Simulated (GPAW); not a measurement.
# Near-edge structure at the B K edge of YCo3B2 (P6/mmm), part 2 of 2

Aim: the near-edge shape at the B K edge of YCo3B2 (P6/mmm), and what the core hole does to it.

GPAW 26.7.0; X-ray absorption from dipole matrix elements to empty bands, plane-wave PAW LDA.

So far. Step 2 (The field without a hole): The mesh shows no gap, so the system is treated as a metal and the core electron is put at the Fermi level (neutral cell). Step 3 (Spectrum without a core hole, B atom 5): Main maxima below 24 eV (height): 1.5 eV (0.92), 6.6 eV (2.05), 12.9 eV (0.96), 16.6 eV (1.34) and 20.9 eV (0.95). A K edge sees empty p states on the absorber.

### 4. Supercell without a hole, the energy reference

Level of this step: plane-wave PAW DFT, LDA, self-consistent field (GPAW).

The photon energy needs a difference of total energies, so the cell and mesh of the coming hole run are first run without a hole.

scf.py reads:

```python
import numpy as np
from ase import Atoms
from ase.parallel import parprint, paropen
from gpaw import GPAW, PW, FermiDirac, Mixer, MixerDif, setup_paths
from gpaw.test import gen
setup_paths.insert(0, '.')
gen('B', name='nch1s', xcname='LDA', corehole=(1, 0, 0), write_xml=True)
from gpaw.mpi import world
world.barrier()

atoms = Atoms('Y3Co9B6',
    cell=[[2.5165, 4.35870586, -3.038],
     [2.5165, -4.35870586, -3.038],
     [-5.033, 0, -3.038]],
    scaled_positions=[[0, 0, 0],
     [0.33333333, 0.33333333, 0.33333333],
     [0.66666667, 0.66666667, 0.66666667],
     [0, 0.5, 0],
     [0.33333333, 0.83333333, 0.33333333],
     [0.66666667, 0.16666667, 0.66666667],
     [0.16666667, 0.66666667, 0.66666667],
     [0.5, 0, 0],
     [0.83333333, 0.33333333, 0.33333333],
     [0, 0, 0.5],
     [0.33333333, 0.33333333, 0.83333333],
     [0.66666667, 0.66666667, 0.16666667],
     [0.33333333, 0, 0.66666667],
     [0.66666667, 0.33333333, 0],
     [0, 0.66666667, 0.33333333],
     [0.33333333, 0.66666667, 0],
     [0.66666667, 0, 0.33333333],
     [0, 0.33333333, 0.66666667]],
    magmoms=[0.0, 0.0, 0.0, 3.0, 3.0, 3.0, 3.0, 3.0, 3.0, 3.0, 3.0, 3.0, 0.0, 0.0, 0.0, 0.0, 0.0, 0.0],
    pbc=True)
atoms.calc = calc = GPAW(legacy_gpaw=True, mode=PW(430, force_complex_dtype=True), xc='LDA', setups={12: 'nch1s'},
    kpts={'size': (4, 4, 4), 'gamma': True}, occupations=FermiDirac(0.1),
    charge=0, mixer=MixerDif(0.05, 8, 50), maxiter=150,
    convergence={'density': 0.0001, 'eigenstates': 1e-6}, txt='scf.txt')
energy = atoms.get_potential_energy() + calc.get_reference_energy()
ef = calc.get_fermi_level()
out = dict(energy=energy, fermi=ef, forces=atoms.get_forces().tolist(), magmoms=atoms.get_magnetic_moments().tolist())
parprint(f'all-electron energy {energy:.4f} eV, Fermi level {ef:.4f} eV')
ev = np.array([[calc.get_eigenvalues(k, s) for k in range(len(calc.get_ibz_k_points()))] for s in range(calc.get_number_of_spins())])
out['homo'], out['lumo'], out['counts'] = ev[ev < ef].max(), ev[ev > ef].min(), sorted(set((ev < ef).sum((0, 2)).tolist()))
out['filled'] = (ev[:, 0] < ef).sum(1).tolist()
import json
with paropen('out.json', 'w') as f:
    json.dump(out, f)
```

Launch:

```sh
> OMP_NUM_THREADS=1 mpirun -n 4 gpaw python scf.py
```

Numbers of over 12 decimals in the logs are rounded to 6 here.

The program printed:

```text
Input parameters:
  convergence: {density: 0.0001,
                eigenstates: 1e-06}
  kpts: {gamma: True,
         size: (4, 4, 4)}
  maxiter: 150
  mixer: {backend: pulay,
          beta: 0.05,
          method: difference,
          nmaxold: 8,
          weight: 50}
  mode: {ecut: 430.0,
         force_complex_dtype: True,
         name: pw}
  occupations: {fixmagmom: False,
                name: fermi-dirac,
[...]
2s(2) :    -0.344821     1.005361
*s    :     0.655179
2p(1) :    -0.136481     0.982498
*p    :     0.863519
*d    :     0.000000
--------------------------------

Diagonalizing with gridspacing h=0.050

state   all-electron     PAW
-------------------------------
2s:      -0.344821    -0.345234
2p:      -0.136481    -0.136840
*d:                    0.041809
*f:                    0.072211
-------------------------------
all-electron energy -620637.1156 eV, Fermi level 10.0242 eV
[key lines of the parts left out:]
Converged after 18 iterations.
Dipole moment: (0.000000, 0.000000, 0.000000) |e|*Ang
Free energy:   -153.548391
Fermi level: 10.02421
```

It took 3.5 min on 4 MPI ranks of Intel Xeon Platinum 8488C (Sapphire Rapids), shared host; peak memory 0.58 GiB.

Reference energy: -620637.116 eV with the cores included.

### 5. Spectrum with XCH, B atom 5

The holes are 5.9 Å apart. In GPAW the data set carries the hole's charge, so charge=0 means a charged cell and charge=-1 a neutral one. The excited electron is kept in the cell, where it fills the lowest empty states and screens the hole. After the field has converged, empty bands are computed with the density fixed and the dipole matrix elements are summed.

xas.py reads:

```python
import numpy as np
from ase import Atoms
from ase.parallel import parprint, paropen
from gpaw import GPAW, PW, FermiDirac, Mixer, MixerDif, setup_paths
from gpaw.test import gen
setup_paths.insert(0, '.')
gen('B', name='fch1s', xcname='LDA', corehole=(1, 0, 1), write_xml=True)
from gpaw.mpi import world
world.barrier()

atoms = Atoms('Y3Co9B6',
    cell=[[2.5165, 4.35870586, -3.038],
     [2.5165, -4.35870586, -3.038],
     [-5.033, 0, -3.038]],
    scaled_positions=[[0, 0, 0],
     [0.33333333, 0.33333333, 0.33333333],
     [0.66666667, 0.66666667, 0.66666667],
     [0, 0.5, 0],
     [0.33333333, 0.83333333, 0.33333333],
     [0.66666667, 0.16666667, 0.66666667],
     [0.16666667, 0.66666667, 0.66666667],
     [0.5, 0, 0],
     [0.83333333, 0.33333333, 0.33333333],
     [0, 0, 0.5],
     [0.33333333, 0.33333333, 0.83333333],
     [0.66666667, 0.66666667, 0.16666667],
     [0.33333333, 0, 0.66666667],
     [0.66666667, 0.33333333, 0],
     [0, 0.66666667, 0.33333333],
     [0.33333333, 0.66666667, 0],
     [0.66666667, 0, 0.33333333],
     [0, 0.33333333, 0.66666667]],
    magmoms=[0.0, 0.0, 0.0, 3.0, 3.0, 3.0, 3.0, 3.0, 3.0, 3.0, 3.0, 3.0, 0.0, 0.0, 0.0, 0.0, 0.0, 0.0],
    pbc=True)
atoms.calc = calc = GPAW(legacy_gpaw=True, mode=PW(430, force_complex_dtype=True), xc='LDA', setups={12: 'fch1s'},
    kpts={'size': (4, 4, 4), 'gamma': True}, occupations=FermiDirac(0.1),
    charge=-1, mixer=MixerDif(0.05, 8, 50), maxiter=150,
    convergence={'density': 0.0001, 'eigenstates': 1e-6}, txt='scf.txt')
energy = atoms.get_potential_energy() + calc.get_reference_energy()
ef = calc.get_fermi_level()
out = dict(energy=energy, fermi=ef, forces=atoms.get_forces().tolist(), magmoms=atoms.get_magnetic_moments().tolist())
parprint(f'all-electron energy {energy:.4f} eV, Fermi level {ef:.4f} eV')
ev = np.array([[calc.get_eigenvalues(k, s) for k in range(len(calc.get_ibz_k_points()))] for s in range(calc.get_number_of_spins())])
out['homo'], out['lumo'], out['counts'] = ev[ev < ef].max(), ev[ev > ef].min(), sorted(set((ev < ef).sum((0, 2)).tolist()))
out['filled'] = (ev[:, 0] < ef).sum(1).tolist()

from ase.units import Ha
from gpaw.xas import dipole_matrix_elements
nb = int(calc.get_number_of_electrons() / 2) + 182
top, nb = nb, nb + 8 + nb // 12
nscf = calc.fixed_density(kpts={'size': (5, 5, 5), 'gamma': True}, nbands=nb,
    convergence={'bands': top, 'eigenstates': 5e-3}, maxiter=60, txt='nscf.txt')
cell = atoms.cell.array
ops = [cell.T @ U.T @ np.linalg.inv(cell.T) for U in nscf.wfs.kd.symmetry.op_scc]
E = np.arange(-6, 34, 0.1)
fwhm = np.interp(E, [4, 25], [0.9, 3.5])
Y, X, zero, highest = 0, 0, 1e9, 1e9
for spin in range(nscf.get_number_of_spins()):
    wfs = nscf.wfs
    mine = wfs.bd.get_slice()  # this rank's bands
    A = dipole_matrix_elements(wfs.setups[12])
    eps = np.zeros((wfs.kd.nibzkpts, nb))
    d = np.zeros((3, A.shape[1], wfs.kd.nibzkpts, nb), complex)
    for kpt in wfs.kpt_u:
        if kpt.s == spin and 12 in kpt.P_ani:
            eps[kpt.k, mine] = kpt.eps_n * Ha
            d[:, :, kpt.k, mine] = (kpt.weight * wfs.nspins / 2) ** 0.5 * np.inner(A, kpt.P_ani[12])
    world.sum(eps)
    world.sum(d)
    T = np.einsum('amkn,bmkn->abkn', d, d.conj()).real
    T = sum(np.einsum('ai,ijkn,bj->abkn', R, T, R) for R in ops) / len(ops)
    empty = eps > ef
    zero, highest = min(zero, eps[empty].min()), min(highest, eps[:, top - 1].min())
    lines = [(eps, T, empty)] if spin == 0 else lines + [(eps, T, empty)]
for eps, T, empty in lines:
    f = np.einsum('aakn->akn', T).reshape(3, -1)
    x = eps.ravel() - zero
    w = np.interp(x, E, fwhm) / 2.35482
    g = np.exp(-0.5 * ((E[:, None] - x) / w) ** 2) / (w * (2 * np.pi) ** 0.5)
    Y = Y + (f * empty.ravel()) @ g.T
    X = X + (f * ~empty.ravel()) @ g.T
out.update(E=E.round(2).tolist(), xas=Y.tolist(), xes=X.tolist(), zero=zero, valid=highest - zero, nk=len(eps), nb=nb)
for i in range(0, len(E), 10):
    parprint(f'{E[i]:7.2f}', *(f'{v:10.3e}' for v in Y[:, i]))
import json
with paropen('out.json', 'w') as f:
    json.dump(out, f)
```

Launch:

```sh
> OMP_NUM_THREADS=1 mpirun -n 4 gpaw python xas.py
```

The program printed:

```text
Input parameters:
  charge: -1
  convergence: {density: 0.0001,
                eigenstates: 1e-06}
  kpts: {gamma: True,
         size: (4, 4, 4)}
  maxiter: 150
  mixer: {backend: pulay,
          beta: 0.05,
          method: difference,
          nmaxold: 8,
          weight: 50}
  mode: {ecut: 430.0,
         force_complex_dtype: True,
         name: pw}
  occupations: {fixmagmom: False,
                name: fermi-dirac,
                width: 0.1}
  setups: {12: fch1s}

Initialize ...

[... PAW data sets ...]

Reference energy: -620278.891403  # eV

Spin-polarized calculation.
Initial magnetic moment: 27.000000

[... convergence settings ...]
Symmetries present (total): 1
  [... symmetry matrices ...]

64 k-points: 4 x 4 x 4 Monkhorst-Pack grid + [1/8,1/8,1/8]
36 k-points in the irreducible part of the Brillouin zone
       k-points in crystal coordinates                weights
   0:     0.00000000    0.00000000    0.00000000          1/64
   1:     0.00000000    0.00000000    0.25000000          2/64
   2:     0.00000000    0.00000000    0.50000000          1/64
   3:     0.00000000    0.25000000   -0.25000000          2/64
   4:     0.00000000    0.25000000    0.00000000          2/64
   5:     0.00000000    0.25000000    0.25000000          2/64
   6:     0.00000000    0.25000000    0.50000000          2/64
   7:     0.00000000    0.50000000    0.00000000          1/64
   8:     0.00000000    0.50000000    0.25000000          2/64
   9:     0.00000000    0.50000000    0.50000000          1/64
          ...
  35:     0.50000000    0.50000000    0.50000000          1/64

Wave functions: Plane wave expansion
  Cutoff energy: 430.000 eV
  Number of coefficients (min, max): 4022, 4078
  Pulay-stress correction: 0.000000 eV/Ang^3 (de/decut=0.000000)
  Using FFTW library
  Wavefunction extrapolation:
    Improved wavefunction reuse through dual PAW basis

Occupation numbers: Fermi-Dirac:
  width: 0.1000  # eV

Eigensolver
   Davidson(niter=2)

Densities:
  Coarse grid: 30*30*30 grid
  Fine grid: 60*60*60 grid
  Total Charge: 0.000000

Density mixing:
  Method: difference
  Backend: pulay
  Linear mixing parameter: 0.05
  old densities: 8
  Width of damping distribution: 1.1
  Damping of long wavelength oscillations: 50

[... Hamiltonian set-up ...]
Number of atoms: 18
Number of atomic orbitals: 144
Number of bands in calculation: 100
Number of valence electrons: 133
Bands to converge: occupied

... initialized

Initializing position-dependent things.

Density initialized from atomic densities
Creating initial wave functions:
  100 bands from LCAO basis set

               Y
                   Co
         Co      B
          B           B
             CoY CoCo
        B           B
         Co  B       Co
           Co    Co
               Y

Atomic positions and initial magnetic moments

Positions:
   0 Y      0.000000    0.000000    0.000000    ( 0.0000,  0.0000,  0.0000)
   1 Y      0.000000   -0.000000   -3.038000    ( 0.0000,  0.0000,  0.0000)
   2 Y      0.000000    0.000000   -6.076000    ( 0.0000,  0.0000,  0.0000)
   3 Co     1.258250   -2.179353   -1.519000    ( 0.0000,  0.0000,  3.0000)
   4 Co     1.258250   -2.179353   -4.557000    ( 0.0000,  0.0000,  3.0000)
   5 Co    -1.258250    2.179353   -4.557000    ( 0.0000,  0.0000,  3.0000)
   6 Co    -1.258250   -2.179353   -4.557000    ( 0.0000,  0.0000,  3.0000)
[...]
15 B      2.516500   -1.452902   -3.038000    ( 0.0000,  0.0000,  0.0000)
  16 B      0.000000    2.905804   -3.038000    ( 0.0000,  0.0000,  0.0000)
  17 B     -2.516500   -1.452902   -3.038000    ( 0.0000,  0.0000,  0.0000)

Unit cell:
           periodic     x           y           z      points  spacing
  1. axis:    yes    2.516500    4.358706   -3.038000    30     0.1938
  2. axis:    yes    2.516500   -4.358706   -3.038000    30     0.1938
[...]
iter:  17  -173.257680c  -5.18  -3.65    -0.1239
iter:  18  -173.257567c  -5.44  -3.63    -0.1243
iter:  19  -173.257538c  -6.00  -4.03c   -0.1254
iter:  20  -173.257551c  -6.89c -4.21c   -0.1266

Converged after 20 iterations.

Dipole moment: (-0.043125, -0.024855, 0.000003) |e|*Ang

Total magnetic moment: (0.000000, 0.000000, -0.126562)
Local magnetic moments:
   0 Y  ( 0.000000,  0.000000,  0.003786)
   1 Y  ( 0.000000,  0.000000,  0.003786)
   2 Y  ( 0.000000,  0.000000,  0.003786)
   3 Co ( 0.000000,  0.000000, -0.002938)
   4 Co ( 0.000000,  0.000000,  0.019081)
   5 Co ( 0.000000,  0.000000,  0.019079)
   6 Co ( 0.000000,  0.000000,  0.019079)
   7 Co ( 0.000000,  0.000000,  0.019081)
   8 Co ( 0.000000,  0.000000, -0.002938)
   9 Co ( 0.000000,  0.000000,  0.019046)
  10 Co ( 0.000000,  0.000000,  0.019046)
  11 Co ( 0.000000,  0.000000, -0.002945)
  12 B  ( 0.000000,  0.000000, -0.170708)
  13 B  ( 0.000000,  0.000000, -0.000007)
  14 B  ( 0.000000,  0.000000, -0.000007)
  15 B  ( 0.000000,  0.000000, -0.001046)
  16 B  ( 0.000000,  0.000000, -0.001046)
  17 B  ( 0.000000,  0.000000, -0.001047)

Energy contributions relative to reference atoms: (reference = -620278.891403)

Kinetic:        +89.396053
Potential:      -79.998719
External:        +0.000000
XC:            -183.926927
Entropy (-ST):   -0.346556
Local:           +1.445320
SIC:             +0.000000
--------------------------
Free energy:   -173.430829
Extrapolated:  -173.257551

Spin contamination: 0.529071 electrons
Showing only first 2 kpts
                      Up                     Down
 Kpt  Band  Eigenvalues  Occupancy  Eigenvalues  Occupancy
  0    64     10.01267    0.68489     10.00931    0.69208
  0    65     10.01268    0.68485     10.00934    0.69201
  0    66     10.49707    0.01683     10.29396    0.11541
  0    67     10.51703    0.01383     10.52998    0.01217

  1    64      9.74302    0.96990      9.72160    0.97557
  1    65      9.94796    0.80588      9.94003    0.81798
  1    66     10.10435    0.46492     10.07405    0.54053
  1    67     10.33154    0.08223     10.30229    0.10717

Fermi level: 10.09030

No gap
No difference between direct/indirect transitions

Forces in eV/Ang:
  0 Y     0.09154    0.05292    0.00000
  1 Y    -0.09154    0.05292   -0.00000
  2 Y    -0.00000   -0.10583    0.00000
  3 Co    0.05802    0.03347   -0.00014
  4 Co   -0.33724   -0.22068   -0.41951
  5 Co   -0.35972   -0.18171    0.41959
  6 Co    0.35972   -0.18171   -0.41959
[...]
15 B    -0.19264    0.11124    0.00002
 16 B     0.19264    0.11124   -0.00002
 17 B     0.00000   -0.22245    0.00000
Scalar-relativistic atomic LDA calculation for B (Boron, Z=5)
Core hole in 1s state (1s occupation: 1.0)
300 radial gridpoints.
|------------------------------------------------|
|------------------------------------------------|
[... the atom generator's iteration count ...]

Energy contributions:
-------------------------
Kinetic:      +16.693400
XC:            -2.260601
Potential:    -31.255183
-------------------------
Total:        -16.822384

state      eigenvalue         ekin         rmax
-----------------------------------------------
1s^1.0 :    -8.526766    11.791826        0.204
2s^2.0 :    -0.864526     1.675176        1.279
2p^1.0 :    -0.653666     1.551222        1.105
-----------------------------------------------
(units: Bohr and Hartree)

Generating PAW setup
Kinetic energy of the core from tauc = 11.795725
Cutoffs:
rc(s)=1.200
rc(p)=1.200
rc(d)=1.200
rc(vbar)=1.080
rc(comp)=1.200
rc(nct)=1.200

Kinetic energy of the core states: 11.791826
Charge: 1.0
Core electrons: 1.0
Valence electrons: 3.0
Pseudo-core charge: 0.037612
Shape function alpha=6.944
Pseudo-electron charge 3.041132
state    eigenvalue         norm
--------------------------------
2s(2) :    -0.864526     1.030522
*s    :     0.135474
2p(1) :    -0.653666     0.942475
*p    :     0.346334
*d    :     0.000000
--------------------------------

Diagonalizing with gridspacing h=0.050

state   all-electron     PAW
-------------------------------
2s:      -0.864526    -0.865247
2p:      -0.653666    -0.654690
*d:                   -0.075592
*f:                   -0.015154
-------------------------------
all-electron energy -620452.1490 eV, Fermi level 10.0903 eV
  -6.00  1.547e-58  1.547e-58  9.453e-59
  -5.00  3.954e-42  3.954e-42  2.535e-42
  -4.00  1.117e-28  1.117e-28  7.514e-29
  -3.00  3.548e-18  3.547e-18  2.496e-18
  -2.00  1.303e-10  1.303e-10  9.573e-11
  -1.00  5.959e-06  5.958e-06  4.633e-06
  -0.00  5.116e-04  5.116e-04  5.012e-04
[...]
31.00  3.695e-04  3.695e-04  3.924e-04
  32.00  3.314e-04  3.314e-04  3.917e-04
  33.00  3.553e-04  3.553e-04  4.467e-04
```

The job ended after 20 min (4 MPI ranks; peak memory 1.4 GiB).

The B K spectrum, B atom 5, excited-electron core hole (neutral cell) (energy from the lowest empty level; intensity scaled to a mean of 1 over the first 20 eV; polarised curves are means over the symmetry-equivalent atoms):

```
E (eV)  isotropic  ε ⊥ c  ε ∥ c
  -2.0       0.00   0.00   0.00
  -1.4       0.00   0.00   0.00
  -0.8       0.02   0.02   0.02
  -0.2       0.30   0.31   0.28
   0.4       0.89   0.87   0.94
   1.0       1.41   1.52   1.21
   1.6       1.25   1.30   1.14
   2.2       1.07   0.95   1.29
   2.8       1.24   1.28   1.17
   3.4       1.82   2.31   0.84
   4.0       2.06   2.41   1.35
   4.6       1.64   1.61   1.70
   5.2       1.64   1.66   1.60
   5.8       1.75   2.00   1.25
   6.4       1.38   1.62   0.90
   7.0       0.87   1.05   0.52
   7.6       0.49   0.61   0.25
   8.2       0.30   0.37   0.16
   8.8       0.29   0.33   0.22
   9.4       0.39   0.37   0.42
  10.0       0.54   0.43   0.77
  10.6       0.76   0.50   1.28
  11.2       0.95   0.53   1.79
  11.8       1.03   0.55   1.98
  12.4       0.98   0.60   1.75
  13.0       0.90   0.65   1.40
  13.6       0.87   0.70   1.20
  14.2       0.91   0.80   1.12
  14.8       1.01   0.97   1.08
  15.4       1.10   1.12   1.05
  16.0       1.10   1.15   0.99
  16.6       0.98   1.04   0.85
  17.2       0.80   0.85   0.69
  17.8       0.67   0.72   0.57
  18.4       0.63   0.68   0.53
  19.0       0.66   0.73   0.54
  19.6       0.71   0.80   0.54
  20.2       0.72   0.83   0.52
  20.8       0.69   0.79   0.50
  21.4       0.64   0.71   0.50
  22.0       0.59   0.63   0.52
  22.6       0.55   0.56   0.53
  23.2       0.52   0.53   0.51
  23.8       0.50   0.52   0.47
  24.4       0.49   0.52   0.42
  25.0       0.47   0.52   0.37
  25.6       0.45   0.51   0.34
  26.2       0.44   0.50   0.33
  26.8       0.44   0.49   0.34
  27.4       0.45   0.50   0.36
  28.0       0.47   0.51   0.39
  28.6       0.47   0.50   0.41
  29.2       0.46   0.48   0.42
  29.8       0.43   0.45   0.41
  30.4       0.40   0.40   0.39
  31.0       0.36   0.36   0.38
  31.6       0.34   0.33   0.37
```

Main maxima below 24 eV (height): 1.2 eV (1.44), 3.8 eV (2.11), 5.7 eV (1.77), 11.8 eV (1.03), 15.7 eV (1.12) and 20.1 eV (0.72). 

The total-energy difference is 184.97 eV.

### 6. What the core hole does

Both curves are counted from their own zero, so only the shift of weight within the empty states shows.

```
E (eV)  no hole   XCH
  -2.0     0.00  0.00
  -1.0     0.00  0.01
   0.0     0.23  0.49
   1.0     0.75  1.41
   2.0     0.83  1.07
   3.0     0.66  1.37
   4.0     1.14  2.06
   5.0     1.47  1.59
   6.0     1.81  1.67
   7.0     1.94  0.87
   8.0     1.11  0.34
   9.0     0.44  0.32
  10.0     0.44  0.54
  11.0     0.59  0.89
  12.0     0.84  1.02
  13.0     0.96  0.90
  14.0     0.92  0.89
  15.0     1.03  1.04
  16.0     1.28  1.10
  17.0     1.30  0.86
  18.0     1.02  0.64
  19.0     0.86  0.66
  20.0     0.91  0.72
  21.0     0.95  0.68
  22.0     0.89  0.59
  23.0     0.80  0.53
  24.0     0.72  0.50
  25.0     0.65  0.47
  26.0     0.59  0.44
  27.0     0.57  0.45
  28.0     0.58  0.47
  29.0     0.59  0.47
  30.0     0.56  0.42
  31.0     0.49  0.36
  32.0     0.42  0.34
```

With each curve scaled to its own mean, the area from −2 to 6 eV with the hole is 8.9 against 5.9, and the centre of weight from −1 to 20 eV moves by -1.3 eV: the hole pulls the absorber's empty states down.

### 7. Results

```json
{
 "absorber and edge": "B K, atom 5 of the ground-state input (counted from 1)",
 "surroundings": "6 Co at 2.10 Å (distorted trigonal prismatic, site symmetry -6m2)",
 "highest intensity below 16 eV": "3.8 eV above the zero, height 2.11",
 "photon energy of the zero (spin-polarised hole, raw)": "185.0 eV (LDA puts this hole about 2 eV below PBE, itself good to a few eV)"
}
```

The B K edge of atom 5, with 6 Co at 2.10 Å (distorted trigonal prismatic, site symmetry -6m2), has its highest intensity of the first 16 eV at 3.8 eV above the zero, near 189 eV in photon energy (LDA puts this hole about 2 eV below PBE, itself good to a few eV), 2.1 times the mean level of the first 20 eV (Gaussian full width 0.9 eV up to 4 eV, rising linearly to 3.5 eV at 25 eV). With each curve scaled to its own mean, the area from −2 to 6 eV with the hole is 8.9 against 5.9, and the centre of weight from −1 to 20 eV moves by -1.3 eV: the hole pulls the absorber's empty states down. At the B K edge of atom 5 polarisation matters most near 3.6 eV, where the curves differ by 1.6 on this scale. The hole lies in one spin channel, while the script sums the empty states of both and takes the lower zero; where the two channels are split, this blurs and shifts the curve. The starting moments shrank to 0.00 μB or less, so this is hardly a magnetic state. The holes are only 5.9 Å apart, so the shape is probably not converged with cell size; no larger cell was run here. Lifetime broadening is put in by hand, and intensities beyond about 20 eV depend on it and on the partial waves; weight that the partial waves miss at high energy is lost. The structure is a published determination, not relaxed.

[Banner, clock and machine lines of the logs are left out without a mark of their own.]

[Logs are printed without paths, hosts, clocks, repeated set-up lines and the standing remarks that a program may print on its own settings, such as how far it seeks lower states.]

[Hosts, paths, dates, database ids (printed as entryN), source tags and the programs' standing remarks are cut or masked in the printed files.]

[Lists of maxima count a maximum above −3 eV only where it reaches 4 % of the highest in the window and stands out from its surroundings by 2 % of it (1.5 % where it reaches 55 %); shoulders and weaker maxima are passed over, and of the rest the first, up to two pre-edge ones and the few strongest are named.]
